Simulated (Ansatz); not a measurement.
# Phonons of Ca3PbO (Pm-3m) against volume

Aim: how the phonons of Ca3PbO (Pm-3m) shift with volume, and the thermal expansion that follows.

Program: Ansatz 0.2.0. Level of theory: DFT PBEsol, scalar-relativistic, plane waves, PAW; PAW set soft_1. Values are calculated unless marked as measured.

The raw output is cut from this account; settings, times and results stay.

## Step 1: The structure

It takes space group Pm-3m (No. 221, cubic). The conventional cell has a = 4.799 Å, b = 4.799 Å, c = 4.799 Å, α = 90.00°, β = 90.00°, γ = 90.00°. Nearest to Ca lie 2 O at 2.40 Å. Nearest to Pb lie 12 Ca at 3.39 Å. O has 6 Ca at 2.40 Å nearest. Farther neighbours, and contacts between anions beyond the nearest, are not listed.

## Step 2: Response at finite wavevector

Stability and thermal properties need the whole zone. Linear response on a 2×2×2 q mesh gives force constants as far as a supercell of that size would.

The input, input.yaml:

```yaml
crystal:
  lattice:
    - [4.7991304546, 0.0, 0.0]
    - [0.0, 4.7991304546, 0.0]
    - [0.0, 0.0, 4.7991304546]
  atoms:
    - { symbol: Ca, position: [0.0, 0.5, 0.5] }
    - { symbol: Ca, position: [0.5, 0.0, 0.5] }
    - { symbol: Ca, position: [0.5, 0.5, 0.0] }
    - { symbol: Pb, position: [0.0, 0.0, 0.0] }
    - { symbol: O, position: [0.5, 0.5, 0.5] }
kpoints:
  mp_grid: { grid: [8, 8, 8] }
hamiltonian:
  xc: pbesol
  pseudopotentials: { kind: paw, azcp: { folder: soft_1 }, xc_functional: pbe }
scf:
  occupations: { method: methfessel_paxton, width: 0.2 }
output:
  eigenvalues: true
phonons:
  method: dfpt
  qmesh: [2, 2, 2]
  temperatures: { t_max: 1000, t_step: 50 }
  qpath:
    path:
      - [[0.0, 0.0, 0.0], [0.0, 0.5, 0.0], [0.5, 0.5, 0.0], [0.0, 0.0, 0.0], [0.5, 0.5, 0.5], [0.0, 0.5, 0.0]]
      - [[0.5, 0.5, 0.5], [0.5, 0.5, 0.0]]
    npoints: 10
```

Run with:

```bash
$ ansatz run input.yaml --threads 4 --pin off --max-ram 10240MiB --backend cpu --events-out ev --progress --plain --runs-dir out
```

Wall time 4.4 min (4 threads of Arm Neoverse V1, shared host); peak memory 1.4 GiB.

Read from the output:

```yaml
volume_per_atom: 22.11 Å³
gap_on_the_k_mesh: 0 eV
sum_rule_residual_before_enforcement: 1.55e-4 eV/Å²
lowest_frequency_on_the_path: 0 cm⁻¹
point_group: m-3m
highest_frequency_on_path_mesh_or_solved_points: 381.3 cm⁻¹
mean_frequency: 181 cm⁻¹
debye_temperature_second_moment: 376 K
logarithmic_mean_frequency: 156.4 cm⁻¹
highest_optical_mode_at_the_zone_centre_no_lo_to_term: 283.2 cm⁻¹
lowest_optical_zone_centre_mode: 102.6 cm⁻¹
lowest_mode_on_the_q_mesh_acoustic_modes_at_gamma_apart: 66.11 cm⁻¹
zero_point_energy_per_atom: 33.66 meV
heat_capacity_at_300_k: 23.14 J/(mol atoms K)
vibrational_entropy_at_300_k: 33.05 J/(mol atoms K)
```

Frequencies (cm⁻¹) solved at each irreducible wavevector; negative means imaginary. Frequencies by wavevector, by row:

```csv
q in reciprocal lattice units,star,mode 1,mode 2,mode 3,mode 4,mode 13,mode 14,mode 15
0 0 0,1,0,0,0,102.6,283.2,283.2,283.2
0 0 -0.5,3,66.1,66.1,81,113.5,284.9,284.9,381.3
0 -0.5 -0.5,3,70.1,72.4,72.4,78.4,294.1,327.8,327.8
-0.5 -0.5 -0.5,1,73.1,73.1,73.1,74.5,335.5,335.5,335.5
```

Symmetry leaves 4 wavevectors to solve. The lowest mode among them, the acoustic zeros apart, lies at q = (0, 0, -0.5) and is real, 66.1 cm⁻¹.

## Step 3: Relaxing at another volume, volume ratio 0.97

The volume is scaled by 0.97 and held; symmetry leaves nothing to relax, so this is a single point. The modes can then be followed against volume.

input.yaml, the sections that differ from step 2:

```yaml
crystal:
  lattice:
    - [4.7506510749, 0.0, 0.0]
    - [0.0, 4.7506510749, 0.0]
    - [0.0, 0.0, 4.7506510749]
  atoms:
    - { symbol: Ca, position: [0.0, 0.5, 0.5] }
    - { symbol: Ca, position: [0.5, 0.0, 0.5] }
    - { symbol: Ca, position: [0.5, 0.5, 0.0] }
    - { symbol: Pb, position: [0.0, 0.0, 0.0] }
    - { symbol: O, position: [0.5, 0.5, 0.5] }
output:
  forces: true
  stress: true
  eigenvalues: true
# kpoints, hamiltonian, scf: as in step 2
# phonons: removed
```

Run time: 2.1 s. Hardware: 4 threads; peak memory 0.43 GiB; 7.7 s of CPU time.

Numbers from this step:

- pressure: 1.852 GPa
- volume per atom: 21.44 Å³

The run ends at a pressure of 1.85 GPa.

## Step 4: Phonons at the other volume, volume ratio 0.97

The phonons are repeated at this volume on the same meshes, so that differences come from the volume alone.

input.yaml: that of step 3 with these lines changed.

```diff
@@ -19,4 +19,11 @@
 output:
-  forces: true
-  stress: true
   eigenvalues: true
+phonons:
+  method: dfpt
+  qmesh: [2, 2, 2]
+  temperatures: { t_max: 1000, t_step: 50 }
+  qpath:
+    path:
+      - [[0.0, 0.0, 0.0], [0.0, 0.5, 0.0], [0.5, 0.5, 0.0], [0.0, 0.0, 0.0], [0.5, 0.5, 0.5], [0.0, 0.5, 0.0]]
+      - [[0.5, 0.5, 0.5], [0.5, 0.5, 0.0]]
+    npoints: 10
```

It took 3.7 min on 4 threads; peak memory 1.4 GiB; 15 min of CPU time.

Read from the output:

- sum-rule residual before enforcement: 4.55e-4 eV/Å²
- highest frequency on path, mesh or solved points: 395.1 cm⁻¹
- mean frequency: 190 cm⁻¹
- Debye temperature (second moment): 395 K
- logarithmic mean frequency: 164 cm⁻¹
- highest optical mode at the zone centre (no LO-TO term): 302.4 cm⁻¹
- lowest optical zone-centre mode: 108.7 cm⁻¹
- lowest mode on the q mesh (acoustic modes at Γ apart): 68.9 cm⁻¹
- zero-point energy per atom: 35.33 meV
- heat capacity at 300 K: 22.96 J/(mol atoms K)
- vibrational entropy at 300 K: 31.97 J/(mol atoms K)

Frequencies (cm⁻¹) solved at each irreducible wavevector; negative means imaginary. Frequencies by wavevector, by row:

```
q in reciprocal lattice units  star  mode 1  mode 2  mode 3  mode 4  mode 13  mode 14  mode 15
                        0 0 0     1       0       0       0   108.7    302.4    302.4    302.4
                     0 0 -0.5     3    68.9    68.9    84.7   118.5    305.9    305.9    395.1
                  0 -0.5 -0.5     3      74    75.5    75.5    83.3    306.6    346.2    346.2
               -0.5 -0.5 -0.5     1    77.1    77.1    77.1    77.3    353.6    353.6    353.6
```

The highest optical mode at the zone centre (no LO-TO term) is 302.4 cm⁻¹, +19.3 cm⁻¹ against the base run.

## Step 5: Relaxing at another volume, volume ratio 1.03

The volume is scaled by 1.03 and held; symmetry leaves nothing to relax, so this is a single point. The modes can then be followed against volume.

input.yaml, the sections that differ from step 4:

```yaml
crystal:
  lattice:
    - [4.8466496881, 0.0, 0.0]
    - [0.0, 4.8466496881, 0.0]
    - [0.0, 0.0, 4.8466496881]
  atoms:
    - { symbol: Ca, position: [0.0, 0.5, 0.5] }
    - { symbol: Ca, position: [0.5, 0.0, 0.5] }
    - { symbol: Ca, position: [0.5, 0.5, 0.0] }
    - { symbol: Pb, position: [0.0, 0.0, 0.0] }
    - { symbol: O, position: [0.5, 0.5, 0.5] }
output:
  forces: true
  stress: true
  eigenvalues: true
# kpoints, hamiltonian, scf: as in step 4
# phonons: removed
```

Wall time 2.6 s (4 threads); peak memory 0.45 GiB.

This step gave:

```yaml
pressure: -1.578 GPa
volume_per_atom: 22.77 Å³
```

The run ends at a pressure of -1.58 GPa.

## Step 6: Phonons at the other volume, volume ratio 1.03

input.yaml: that of step 5 with these lines changed.

```diff
@@ -19,4 +19,11 @@
 output:
-  forces: true
-  stress: true
   eigenvalues: true
+phonons:
+  method: dfpt
+  qmesh: [2, 2, 2]
+  temperatures: { t_max: 1000, t_step: 50 }
+  qpath:
+    path:
+      - [[0.0, 0.0, 0.0], [0.0, 0.5, 0.0], [0.5, 0.5, 0.0], [0.0, 0.0, 0.0], [0.5, 0.5, 0.5], [0.0, 0.5, 0.0]]
+      - [[0.5, 0.5, 0.5], [0.5, 0.5, 0.0]]
+    npoints: 10
```

Run time: 4.6 min. Hardware: 4 threads; peak memory 1.5 GiB; 18 min of CPU time.

Numbers from this step:

```
sum-rule residual before enforcement                    : 1.11e-4 eV/Å²
highest frequency on path, mesh or solved points        : 368.5 cm⁻¹
mean frequency                                          : 172.3 cm⁻¹
Debye temperature (second moment)                       : 358 K
logarithmic mean frequency                              : 149.1 cm⁻¹
highest optical mode at the zone centre (no LO-TO term) : 269.8 cm⁻¹
lowest optical zone-centre mode                         : 96.67 cm⁻¹
lowest mode on the q mesh (acoustic modes at Γ apart)   : 63.37 cm⁻¹
zero-point energy per atom                              : 32.04 meV
heat capacity at 300 K                                  : 23.29 J/(mol atoms K)
vibrational entropy at 300 K                            : 34.17 J/(mol atoms K)
```

The highest optical mode at the zone centre (no LO-TO term) is 269.8 cm⁻¹, -13.3 cm⁻¹ against the base run.

## Step 7: Grüneisen parameters

The Grüneisen parameter of a mode is minus the logarithmic change of its frequency with volume, −d ln ω / d ln V; weighted by heat capacity it gives the expansion.

Numbers from this step:

| Item | Value |
| --- | --- |
| bulk modulus | 57.1 GPa |

Phonon branches along the path, in cm⁻¹:

```csv
point,branch 1,branch 2,branch 3,branch 4,branch 12,branch 13,branch 14,branch 15
Γ,0,0,0,103,244,283,283,283
halfway,48,48,64,110,241,284,284,336
X,66,66,81,114,231,285,285,381
halfway,68,68,74,105,273,280,307,356
M,70,72,72,78,277,294,328,328
halfway,51,60,73,113,265,282,321,323
Γ,0,0,0,103,244,283,283,283
halfway,62,62,74,109,284,314,314,316
R,73,73,73,74,326,336,336,336
halfway,69,71,74,96,292,306,310,344
X,66,66,81,114,231,285,285,381
jump to R,73,73,73,74,326,336,336,336
halfway,72,74,74,76,302,316,332,332
M,70,72,72,78,277,294,328,328
```

The same for volume x 0.97:

```csv
point,branch 1,branch 2,branch 3,branch 4,branch 12,branch 13,branch 14,branch 15
Γ,0,0,0,109,255,302,302,302
X,69,69,85,118,245,306,306,395
M,74,76,76,83,301,307,346,346
Γ,0,0,0,109,255,302,302,302
R,77,77,77,77,340,354,354,354
X,69,69,85,118,245,306,306,395
R,77,77,77,77,340,354,354,354
M,74,76,76,83,301,307,346,346
```

The same for volume x 1.03:

```
point  branch 1  branch 2  branch 3  branch 4  branch 12  branch 13  branch 14  branch 15
    Γ         0         0         0        97        226        270        270        270
    X        63        63        78       109        218        268        268        368
    M        66        69        69        74        254        282        310        310
    Γ         0         0         0        97        226        270        270        270
    R        69        69        69        72        313        318        318        318
    X        63        63        78       109        218        268        268        368
    R        69        69        69        72        313        318        318        318
    M        66        69        69        74        254        282        310        310
```

Mode Grueneisen parameter -dln(w)/dln(V), modes matched by rank; at Γ the acoustic branches take the value of a neighbouring point of the path. The mode Grüneisen parameters at the labelled points ():

| point | branch 1 | branch 2 | branch 3 | branch 4 | branch 12 | branch 13 | branch 14 | branch 15 |
| --- | --- | --- | --- | --- | --- | --- | --- | --- |
| Γ | 0.90 | 0.90 | 1.85 | 1.95 | 2.01 | 1.90 | 1.90 | 1.90 |
| halfway | 1.03 | 1.03 | 1.65 | 1.72 | 2.06 | 2.05 | 2.05 | 1.39 |
| X | 1.39 | 1.39 | 1.46 | 1.41 | 1.90 | 2.18 | 2.18 | 1.16 |
| halfway | 1.51 | 1.59 | 1.48 | 1.68 | 1.41 | 2.45 | 2.00 | 1.40 |
| M | 1.78 | 1.43 | 1.43 | 2.04 | 2.82 | 1.38 | 1.81 | 1.81 |
| halfway | 2.00 | 1.31 | 1.51 | 1.85 | 1.65 | 2.29 | 1.63 | 1.60 |
| Γ | 2.39 | 0.85 | 1.28 | 1.95 | 2.01 | 1.90 | 1.90 | 1.90 |
| halfway | 1.51 | 1.51 | 1.66 | 1.85 | 1.29 | 1.80 | 1.80 | 1.88 |
| R | 1.78 | 1.78 | 1.78 | 1.25 | 1.34 | 1.75 | 1.75 | 1.75 |
| halfway | 1.64 | 1.31 | 1.41 | 1.60 | 1.05 | 2.03 | 2.23 | 1.57 |
| X | 1.39 | 1.39 | 1.46 | 1.41 | 1.90 | 2.18 | 2.18 | 1.16 |
| jump to R | 1.78 | 1.78 | 1.78 | 1.25 | 1.34 | 1.75 | 1.75 | 1.75 |
| halfway | 1.52 | 1.34 | 1.34 | 1.91 | 1.61 | 1.78 | 1.78 | 1.78 |
| M | 1.78 | 1.43 | 1.43 | 2.04 | 2.82 | 1.38 | 1.81 | 1.81 |

(dS/dlnV)/C_V. The thermodynamic Grueneisen parameter by temperature:

```csv
temperature (K),thermodynamic Grueneisen parameter
50,1.55
100,1.56
150,1.57
200,1.58
250,1.58
300,1.59
350,1.59
400,1.59
450,1.59
500,1.59
550,1.59
600,1.59
650,1.59
700,1.59
750,1.59
800,1.59
850,1.59
900,1.59
950,1.59
1000,1.59
```

Gamma C_V/(B V) at the static volume. The volume expansion by temperature:

| temperature (K) | volume expansion (1e-6/K) |
| --- | --- |
| 50 | 14.5 |
| 100 | 30.6 |
| 150 | 39.5 |
| 200 | 44.1 |
| 250 | 46.7 |
| 300 | 48.3 |
| 350 | 49.2 |
| 400 | 49.9 |
| 450 | 50.4 |
| 500 | 50.7 |
| 550 | 51.0 |
| 600 | 51.2 |
| 650 | 51.3 |
| 700 | 51.4 |
| 750 | 51.5 |
| 800 | 51.6 |
| 850 | 51.6 |
| 900 | 51.7 |
| 950 | 51.8 |
| 1000 | 51.8 |

## Step 8: Results

```json
{
  "bulk modulus": "57.1 GPa",
  "thermodynamic Grüneisen parameter at 300 K": "1.586",
  "volume expansion at 300 K, estimated": "48.26 × 10⁻⁶ K⁻¹"
}
```

In words: By this estimate the volume grows by 48.3 × 10⁻⁶ per kelvin at 300 K. The highest optical mode at Γ goes from 302 to 270 cm⁻¹ as the cell grows, a Grüneisen parameter of 1.90. Mode parameters on the path run from 0.74 to 3.2, with a median of 1.6. Branches are matched by rank, so values near crossings are rough. The expansion is the Grüneisen estimate at the static volume, with the static bulk modulus. With no gap, or one that is small against the smearing, the frequencies hang on the k mesh and the smearing, most of all near Kohn anomalies. Spin-orbit coupling is left out, which can matter for the heavy elements here. The PAW files were made for PBE and serve the other functionals too.

[Long decimals in the printed logs are rounded to 6 places.]

[Logs are printed without paths, hosts, clocks, repeated set-up lines and the standing remarks that a program may print on its own settings, such as how far it seeks lower states.]

[Hosts, paths, dates, database ids (printed as entryN), source tags and the programs' standing remarks are cut or masked in the printed files.]

[Where the starting crystal was built by hand or by swapping elements, it need not be the compound's stable phase.]
